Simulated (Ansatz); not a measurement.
# CaO (Fm-3m):Y_Ca, thermodynamic levels from a 54-atom cell

Charge states of Y_Ca in CaO (Fm-3m), set against the band edges. Model: a cell of 54 host atoms with 1 Ca taken out and 1 Y put in.

Method: place-levels on r2SCAN runs: charge-transition levels and formation energies with image-charge correction and potential alignment at the atomic sites; PAW set soft_1, in Ansatz 0.2.0.

## (1) Set-up

The cell holds 54 atoms: 26 Ca, 27 O and 1 Y. Its edges and angles: a = 10.173 Å, b = 10.173 Å, c = 10.173 Å, α = 60.0°, β = 60.0°, γ = 60.0°. It derives from CaO (space group Fm-3m). Nearest the centre at fractional (0.667, 0.667, 0.333): Y51 at 0.00 Å, O28 at 2.40 Å, O44 at 2.40 Å, O32 at 2.40 Å, O34 at 2.40 Å, O46 at 2.40 Å, O50 at 2.40 Å, Ca21 at 3.39 Å.

Structure file:

```xyz
54
Lattice="0.0000 7.1931 7.1931 7.1931 0.0000 7.1931 7.1931 7.1931 0.0000" Properties=species:S:1:pos:R:3 pbc="T T T"
Ca    0.0000    0.0000    0.0000
O     2.3977    2.3977    2.3977
Ca    2.3977    2.3977    0.0000
O     4.7954    4.7954    2.3977
Ca    4.7954    4.7954    0.0000
O     7.1931    7.1931    2.3977
Ca    2.3977    0.0000    2.3977
O     4.7954    2.3977    4.7954
Ca    4.7954    2.3977    2.3977
O     7.1931    4.7954    4.7954
Ca    7.1931    4.7954    2.3977
O     9.5908    7.1931    4.7954
Ca    4.7954    0.0000    4.7954
O     7.1931    2.3977    7.1931
Ca    7.1931    2.3977    4.7954
O     9.5908    4.7954    7.1931
Ca    9.5908    4.7954    4.7954
O    11.9885    7.1931    7.1931
Ca    0.0000    2.3977    2.3977
O     2.3977    4.7954    4.7954
Ca    2.3977    4.7954    2.3977
O     4.7954    7.1931    4.7954
Ca    4.7954    7.1931    2.3977
O     7.1931    9.5908    4.7954
Ca    2.3977    2.3977    4.7954
O     4.7954    4.7954    7.1931
Ca    4.7954    4.7954    4.7954
O     7.1931    7.1931    7.1931
Ca    7.1931    7.1931    4.7954
O     9.5908    9.5908    7.1931
Ca    4.7954    2.3977    7.1931
O     7.1931    4.7954    9.5908
Ca    7.1931    4.7954    7.1931
O     9.5908    7.1931    9.5908
Ca    9.5908    7.1931    7.1931
O    11.9885    9.5908    9.5908
Ca    0.0000    4.7954    4.7954
O     2.3977    7.1931    7.1931
Ca    2.3977    7.1931    4.7954
O     4.7954    9.5908    7.1931
Ca    4.7954    9.5908    4.7954
O     7.1931   11.9885    7.1931
Ca    2.3977    4.7954    7.1931
O     4.7954    7.1931    9.5908
Ca    4.7954    7.1931    7.1931
O     7.1931    9.5908    9.5908
Ca    7.1931    9.5908    7.1931
O     9.5908   11.9885    9.5908
Ca    4.7954    4.7954    9.5908
O     7.1931    7.1931   11.9885
Y     7.1931    7.1931    9.5908
O     9.5908    9.5908   11.9885
Ca    9.5908    9.5908    9.5908
O    11.9885   11.9885   11.9885
```

The host's dielectric constants go in as inputs: 3.85 for the electrons alone, 16.67 with the ions, computed on the host (DFPT, PBEsol, on the r2SCAN cell), and a cell off the functional's own equilibrium shifts the ionic part.

The cell's shortest repeat is 10.2 Å.

## (2) The runs of each charge state

A transition level is the Fermi level at which two charge states cost the same, so each charge needs its own total energy, at its own relaxed structure.

Random displacements of about 0.05 Å break the site symmetry at the start, so that the relaxation can reach a distorted minimum if there is one. Forces are taken at one point at (¼, ¼, ¼). The cell holds 1 electron more than the neutral one, with a uniform background that keeps it neutral on the whole.

The sampling was tested on the host first: at the k-points planned (1x1x1 shifted 0.25 0.25 0.25) its energy lies 0.005 eV an atom from the dense-mesh value, under the bound of 0.02 eV set for this test; that bounds the host's error, not the defect's.

One state's input; the others differ in charge, spin, start and seed, and in occupations where the table says so.

qm1.relax/input.yaml reads:

```yaml
crystal:
  lattice:
    - [0.0, 2.39769239, 2.39769239]
    - [2.39769239, 0.0, 2.39769239]
    - [2.39769239, 2.39769239, 0.0]
  atoms:
    - { symbol: Ca, position: [0.0, 0.0, 0.0] }
    - { symbol: O, position: [0.5, 0.5, 0.5] }
  supercell: [3, 3, 3]
  defects: [{ substitution: { at: 50, symbol: "Y" } }]
total_charge: -1
basis:
  ecutwfc: 500
  xc_grid: 2
hamiltonian:
  xc: r2scan
  pseudopotentials: { kind: paw, azcp: { folder: soft_1 } }
kpoints:
  mp_grid: { grid: [1, 1, 1], shift: [0.25, 0.25, 0.25] }
scf:
  occupations: { method: fixed }
  max_iter: 100
output:
  forces: true
  charged_corrections: { epsilon: 3.85, static_epsilon: 16.67 }
relax:
  f_tol: 0.02
  max_steps: 80
  random_displacement: { amplitude: 0.05, seed: 7268 }
checkpoint:
  write: "../qm1.relax.run"
  compress: false
  write_wavefunctions: true
  write_every: 100000
```

The run is started by

```sh
$ ansatz run input.yaml --threads 4 --pin off --max-ram 7536MiB --backend cpu --events-out ev --progress --plain --runs-dir out
```

The relaxed structure is kept and the sampling changed to a 2×2×2 shifted mesh.

The run of this state that the levels use, under r2SCAN:

qm1.point/input.yaml reads:

```yaml
crystal:
  checkpoint: "../qm1.relax.run"
  host: checkpoint
total_charge: -1
basis:
  ecutwfc: 500
  xc_grid: 2
hamiltonian:
  xc: r2scan
  pseudopotentials: { kind: paw, azcp: { folder: soft_1 } }
kpoints:
  mp_grid: { grid: [2, 2, 2], shift: [0.5, 0.5, 0.5] }
scf:
  occupations: { method: fermi_dirac, width: 0.01 }
  max_iter: 100
output:
  forces: true
  eigenvalues: true
  charged_corrections:
    epsilon: 3.85
    static_epsilon: 16.67
    defect_position: [0.666667, 0.666667, 0.333333]
  eigenstates: { localisation: true }
  populations: true
  band_densities: [{ bands: [v1, v1] }, { bands: [c1, c1] }]
  write_density: true
  write_potential: true
  volumetric_format: npy
  elf: true
checkpoint:
  read: "../qm1.relax.run"
  write: "../qm1.point.run"
  compress: false
  write_wavefunctions: false
  write_every: 100000
```

Relaxations under r2SCAN at one point at (¼, ¼, ¼); times on 4 threads of Arm Neoverse V1, shared host:

| charge | moment (μB) | occupations | outcome | steps | largest displacement against the far atoms (Å) | time |
| --- | --- | --- | --- | --- | --- | --- |
| −1 | 0 | fixed | converged | 17 | 0.07 | 4.2 min |
| 0 | 1 | fixed | converged | 8 | 0.08 | 6.4 min |
| +1 | 0 | fixed | converged | 5 | 0.09 | 84 s |
| −1 | 2 | fixed | converged | 7 | 0.06 | 5.6 min |

Single points under r2SCAN at a 2×2×2 shifted mesh; times on 4 threads of Arm Neoverse V1, shared host:

| charge | moment (μB) | occupations | outcome | time |
| --- | --- | --- | --- | --- |
| −1 | 0 | fermi-dirac | converged | 2 min |
| 0 | 1 | fermi-dirac | converged | 4.8 min |
| +1 | 0 | fermi-dirac | converged | 1.8 min |
| −1 | 2 | fermi-dirac | converged | 5.1 min |

Distances (Å) from Y51 to the nearest atoms after relaxation with r2SCAN:

| charge | moment (μB) | 1. | 2. | 3. | 4. | 5. | 6. |
| --- | --- | --- | --- | --- | --- | --- | --- |
| −1 | 0 | O 2.33 | O 2.33 | O 2.34 | O 2.34 | O 2.34 | O 2.34 |
| −1 | 2 | O 2.34 | O 2.34 | O 2.34 | O 2.34 | O 2.34 | O 2.34 |
| 0 | 1 | O 2.32 | O 2.32 | O 2.33 | O 2.33 | O 2.33 | O 2.33 |
| +1 | 0 | O 2.31 | O 2.31 | O 2.31 | O 2.31 | O 2.31 | O 2.31 |

## (3) place-levels, r2SCAN

A charged cell interacts with its images and the background, and its potential has another zero than the host's. place-levels removes the first by a point-charge model, screened by the static dielectric constant since the ions have relaxed around the charge, and the second by comparing potentials at atoms far from the defect.

The host is a run of the defect-free crystal in the same cutoffs, grids and k-points, so that basis and sampling errors cancel in part in the differences. The host is run in a cell of 2 atoms on a matching mesh. Its band edges are searched through the zone by a band path, so the gap is smaller than, or equal to, that on the mesh. Chemical potentials are energies per atom of Ca (fcc) and Y (hcp), run with the same functional and cutoff.

levels.point.yaml reads:

```yaml
host:
  run: host.point.run
states: [qm1.point.run, q0_M1.point.run, qp1.point.run, qm1_M2.point.run]
geometry_from:
  qm1.point.run: qm1.relax.run
  q0_M1.point.run: q0_M1.relax.run
  qp1.point.run: qp1.relax.run
  qm1_M2.point.run: qm1_M2.relax.run
chemical_potentials:
  Ca:
    energy: -1821.671293
    dataset: <sha256 of the dataset>
  "Y":
    energy: -3859.72699
    dataset: "<sha256 of the dataset>"
epsilon: 3.85
static_epsilon: 16.67
vertical:
  - { from: qm1.point.run, to: qm1.point_neutral.run }
  - { from: qp1.point.run, to: qp1.point_neutral.run }
  - { from: qm1_M2.point.run, to: qm1_M2.point_neutral.run }
```

The run is started by

```sh
$ ansatz place-levels levels.point.yaml -- --threads 4 --pin off --max-ram 7536MiB
```

Numbers of over 12 decimals in the logs are rounded to 6 here.

What it wrote:

```text
[... repeated set-up lines and file paths are left out, and long positions are rounded to six places ...]
(+1/0) 4.240 eV above the valence edge (+4.261 eV without the band-filling correction), in the conduction band
(0/-1) 4.258 eV above the valence edge (+4.467 eV without the band-filling correction), in the conduction band
formation energy of charge +1: -3.711 eV with the Fermi level at the valence edge
formation energy of charge 0: +0.529 eV with the Fermi level at the valence edge
formation energy of charge -1: +4.787 eV with the Fermi level at the valence edge
vertical -1 to 0: no energy, since no alignment is typed
  the change from vertical[0].from (qm1.point.run) to vertical[0].to (qm1.point_neutral.run): by its potential at epsilon 3.85 it stands at 0.667 0.668 0.333, with an rms radius of about 5.6 Å (3.2 3.3 3.2 Å across the planes of the cell's vectors); [...]
vertical +1 to 0: no energy, since no alignment is typed
  the change from vertical[1].from (qp1.point.run) to vertical[1].to (qp1.point_neutral.run): by its potential at epsilon 3.85 it stands at 0.667 0.666 0.332, with an rms radius of about 5.9 Å (3.4 3.4 3.4 Å across the planes of the cell's vectors); [...]
vertical -1 to 0: no energy, since no alignment is typed
  the change from vertical[2].from (qm1_M2.point.run) to vertical[2].to (qm1_M2.point_neutral.run): by its potential at epsilon 3.85 it stands at 0.667 0.666 0.333, with an rms radius of about 4.5 Å (2.6 2.6 2.6 Å across the planes of the cell's vectors); [...]
  edges by r2scan, gap 4.197 eV; the host is sampled to repeats of 20.35 Å
  the defect's cells are sampled to repeats of 20.35 Å, like sampling
  charge +1: -66689.7344 eV with its correction of +0.281 eV, at epsilon 16.67, aligned at sites: +0.1430 eV, mean over 21 atomic sites at or beyond 5.09 Å from the defect at [0.6667, 0.6667, 0.3333], with +0.000000 for the charge's moments and without [...]
  charge 0: +0.000 eV for its dipole among its images, +0.000 omitted
  states[1] (q0_M1.point.run): levels filled in part (TS 0.002 eV): its energy is of no whole electron's
  charge -1: -66666.1320 eV with its correction of -0.085 eV, at epsilon 16.67, aligned at sites: +0.2224 eV, mean over 21 atomic sites at or beyond 5.09 Å from the defect at [0.6667, 0.6667, 0.3333], with +0.000000 for the charge's moments and without [...]
  states[0] (qm1.point.run): levels filled in part (TS 0.003 eV): its energy is of no whole electron's
  charge -1: states[3] (qm1_M2.point.run) stands 0.336 eV higher, with a moment of 2.00 μB against 0.00
  states[3] (qm1_M2.point.run): levels filled in part (TS 0.006 eV): its energy is of no whole electron's
  of states[2] (qp1.point.run): how wide its charge is, is not read beside other atoms or cores, and a band state would take no correction. [...]
  of states[1] (q0_M1.point.run): a band-filling correction moves a carrier to the host's band edge, which changes its energy by -0.021 eV; [...]
  of states[0] (qm1.point.run): it parts from the run at its places by a charge that spreads by about 3.3 Å along one vector (1.4 Å or more is wide), by its potential at epsilon 3.85, taken for that of held ions (one typed too small widens it), where the cell [...]
  of states[3] (qm1_M2.point.run): it parts from the run at its places by a charge that spreads by about 2.6 Å along one vector (1.4 Å or more is wide), by its potential at epsilon 3.85, taken for that of held ions (one typed too small widens it), where the [...]
  vertical[0].from (qm1.point.run): levels filled in part (TS 0.003 eV): its energy is of no whole electron's
  of vertical[0].from (qm1.point.run): it parts from the run at its places by a charge that spreads by about 3.3 Å along one vector (1.4 Å or more is wide), by its potential at epsilon 3.85, taken for that of held ions (one typed too small widens it), where [...]
  of vertical[0].to (qm1.point_neutral.run): its moments are held at its close (magnetization.spin_locking), by a field of 0.078 eV a Bohr magneton, and its energy and levels are of the state that this holds: a run that lets them go can end lower; [...]
  of vertical[1].from (qp1.point.run): it parts from the run at its places by a charge that spreads by about 3.4 Å along one vector (1.4 Å or more is wide), by its potential at epsilon 3.85, taken for that of held ions (one typed too small widens it), where [...]
  vertical[1].to (qp1.point_neutral.run): levels filled in part (TS 0.004 eV): its energy is of no whole electron's
  of vertical[1].to (qp1.point_neutral.run): its moments are held at its close (magnetization.spin_locking), by a field of 0.091 eV a Bohr magneton, and its energy and levels are of the state that this holds: a run that lets them go can end lower; [...]
  vertical[2].from (qm1_M2.point.run): levels filled in part (TS 0.006 eV): its energy is of no whole electron's
  of vertical[2].from (qm1_M2.point.run): its moments are held at its close (magnetization.spin_locking), by a field of 0.282 eV a Bohr magneton, and its energy and levels are of the state that this holds: a run that lets them go can end lower; [...]
  vertical[2].to (qm1_M2.point_neutral.run): levels filled in part (TS 0.004 eV): its energy is of no whole electron's
  of vertical[2].to (qm1_M2.point_neutral.run): its moments are held at its close (magnetization.spin_locking), by a field of 0.077 eV a Bohr magneton, and its energy and levels are of the state that this holds: a run that lets them go can end lower; [...]
```

It took 0.49 s on 4 threads of Arm Neoverse V1, shared host.

Levels between the charges placed, in eV above the valence top:

|  | gap (eV) | (+1/0) | (0/−1) |
| --- | --- | --- | --- |
| r2SCAN | 4.20 | 4.24 | 4.26 |

Corrections by state:

| charge | moment (μB) | image terms and alignment (eV) | band filling (eV) | ε used | over the lowest of its charge, as the program ranks them, band filling apart (eV) |
| --- | --- | --- | --- | --- | --- |
| +1 | 0.0 | 0.281 | - | 16.67 | 0.000 |
| 0 | 1.0 | 0.000 | -0.021 | - | 0.000 |
| −1 | 0.0 | -0.085 | -0.230 | 16.67 | 0.000 |
| −1 | 2.0 | -0.073 | - | 16.67 | 0.336 |

The charged structures listed were also run neutral, and place-levels reads from each pair, by the potential or the spins, how wide the charge is by which they differ; that can be the carrier of either run.

| charge | rms radius (Å) | spread where it is widest against the cell (Å) | wide from (Å) | reading |
| --- | --- | --- | --- | --- |
| +1 | 5.9 | 3.39 | 1.44 | wide |
| −1 | 5.6 | 3.31 | 1.44 | wide |

The neutral runs of these pairs need not share the spin of the lowest neutral state, and very wide values only mean spread over the cell.

From the program's caveats on the states, each cut to its opening words:

- charge +1: how wide its charge is, is not read beside other atoms or cores, and a band state would take no correction
- charge +1, 0 (1 μB), −1, −1 (2 μB): its alignment with the host at atomic sites is doubtful: the cell is too small to show whether the defect's potential has decayed: take a larger one
- charge 0 (1 μB): a band-filling correction moves a carrier to the host's band edge, which changes its energy by -0.021 eV
- charge 0 (1 μB): its moments are held at its close (magnetization.spin_locking), by a field of 0.085 eV a Bohr magneton, and its energy and levels are of the state that this [...]
- charge 0 (1 μB), −1 (2 μB): flagged: stability check not made
- charge −1: it parts from the run at its places by a charge that spreads by about 3.3 Å along one vector (1.4 Å or more is wide), by its potential at epsilon 3.85, taken [...]
- charge −1: a band-filling correction moves a carrier to the host's band edge, which changes its energy by -0.230 eV
- charge −1: the host's ions (past the first shell or, of a walk that freed a part, those that it held) aren't shown at rest: they stand up to 0.026 Å off their sites, 0.35 [...]
- charge −1 (2 μB): it parts from the run at its places by a charge that spreads by about 2.6 Å along one vector (1.4 Å or more is wide), by its potential at epsilon 3.85, taken [...]
- charge −1 (2 μB): its moments are held at its close (magnetization.spin_locking), by a field of 0.282 eV a Bohr magneton, and its energy and levels are of the state that this [...]

The host's formation energy from the elements is -3.216 eV per atom; it sets how far the chemical potentials can move.

Formation energies (eV), Ca-rich (Δμ(Ca) = 0.00 eV, Δμ(O) = -6.43 eV, Δμ(Y) = 0.00 eV):

| charge | Fermi level at the valence top | at the conduction bottom |
| --- | --- | --- |
| +1 | -3.71 | 0.49 |
| 0 | 0.53 | 0.53 |
| −1 | 4.79 | 0.59 |

Formation energies (eV), O-rich (Δμ(O) = 0.00 eV, Δμ(Ca) = -6.43 eV, Δμ(Y) = 0.00 eV):

| charge | Fermi level at the valence top | at the conduction bottom |
| --- | --- | --- |
| +1 | -10.14 | -5.95 |
| 0 | -5.90 | -5.90 |
| −1 | -1.65 | -5.84 |

## (4) The same at the relaxations' own k-points

The relaxations' own energies give the levels at their sampling, for comparison.

levels.relax_mesh.yaml reads:

```yaml
host:
  run: host.relax.run
states: [qm1.relax.run, q0_M1.relax.run, qp1.relax.run, qm1_M2.relax.run]
chemical_potentials:
  Ca:
    energy: -1821.671293
    dataset: <sha256 of the dataset>
  "Y":
    energy: -3859.72699
    dataset: "<sha256 of the dataset>"
```

The run is started by

```sh
$ ansatz place-levels levels.relax_mesh.yaml -- --threads 4 --pin off --max-ram 7536MiB
```

What it wrote:

```text
[...]
formation energy of charge +1: -3.701 eV with the Fermi level at the valence edge
formation energy of charge 0: +0.536 eV with the Fermi level at the valence edge
formation energy of charge -1: +4.808 eV with the Fermi level at the valence edge
  edges by r2scan, gap 4.183 eV; the host is sampled to repeats of 10.17 Å
[... the lines on each state left out ...]
```

Wall time 0.14 s (4 threads).

Levels between neighbouring charges, in eV above the valence top:

|  | gap (eV) | (+1/0) | (0/−1) |
| --- | --- | --- | --- |
| one point at (¼, ¼, ¼) | 4.18 | 4.24 | 4.27 |
| a 2×2×2 shifted mesh | 4.20 | 4.24 | 4.26 |

Going from one point at (¼, ¼, ¼) to a 2×2×2 shifted mesh moves formation energies against the elements by up to 0.02 eV; band-filling terms, which differ between samplings, are in these energies.

## (5) Outcome

* gap of the host: 4.20 eV (r2SCAN)
* level (plus 1/0): 4.24 eV above the valence top, past the conduction bottom (4.26 eV above the valence top without the band-filling term)
* level (0/minus 1): 4.26 eV above the valence top, past the conduction bottom (4.47 eV above the valence top without the band-filling term)
* lowest of the charges placed, just above the valence top (0.02 eV): +1
* lowest of the charges placed, just below the conduction bottom (0.02 eV): +1
* lowest formation energy at mid-gap of the charges run, Ca-rich: -1.61 eV
* lowest formation energy at mid-gap of the charges run, O-rich: -8.05 eV

In words: Of the charges placed (−1, 0 and +1), +1 is the lowest from 0.02 eV above the valence top to 0.02 eV below the conduction bottom, a gap of 4.20 eV. Charges above +1 were not placed, so these runs say nothing of levels that involve them. States placed: +1 at 0 μB; 0 at 1 μB; −1 at 0 μB and 2 μB. Other spin states or structures, where not listed, weren't placed. The program finds carriers beyond a band edge of the host and adds a band-filling term at charge −1 (-0.23 eV) and 0 (-0.02 eV); steps to such a charge show no bound level, and a defect level inside a band would be read the same way. Y is taken at its element; compounds, which aren't counted here, bound the chemical potentials and would shift these formation energies. The lowest formation energy (O-rich) is negative across the gap, so the defect would form by itself: these chemical potentials lie beyond what competing compounds allow, or the host is unstable against it. Going from one point at (¼, ¼, ¼) to a 2×2×2 shifted mesh moves formation energies against the elements by up to 0.02 eV; band-filling terms, which differ between samplings, are in these energies. The program doubts the alignment of potentials for at least one state, a sign that the cell is small. What this leaves open: r2SCAN makes the gap too small and tends to spread out bound carriers; where a gas molecule sets a chemical potential or the host's formation energy, its binding is uncorrected; force components of up to 0.17 eV/Å remain in a run at the final settings.

[Logs are printed without paths, hosts, clocks, repeated set-up lines and the standing remarks that a program may print on its own settings, such as how far it seeks lower states.]

[Hosts, paths, dates, database ids (printed as entryN), source tags and the programs' standing remarks are cut or masked in the printed files.]

[Where a table of states has a column of steps, it counts the stored structures, which are thinned; the runs took as many ionic steps or more.]

[A defect's name tells the site on which it was built; relaxed atoms can leave that site.]

[For some hosts the program warned that the k-mesh of the response run may be too coarse for force constants and the static dielectric constant; such warnings are not shown here.]
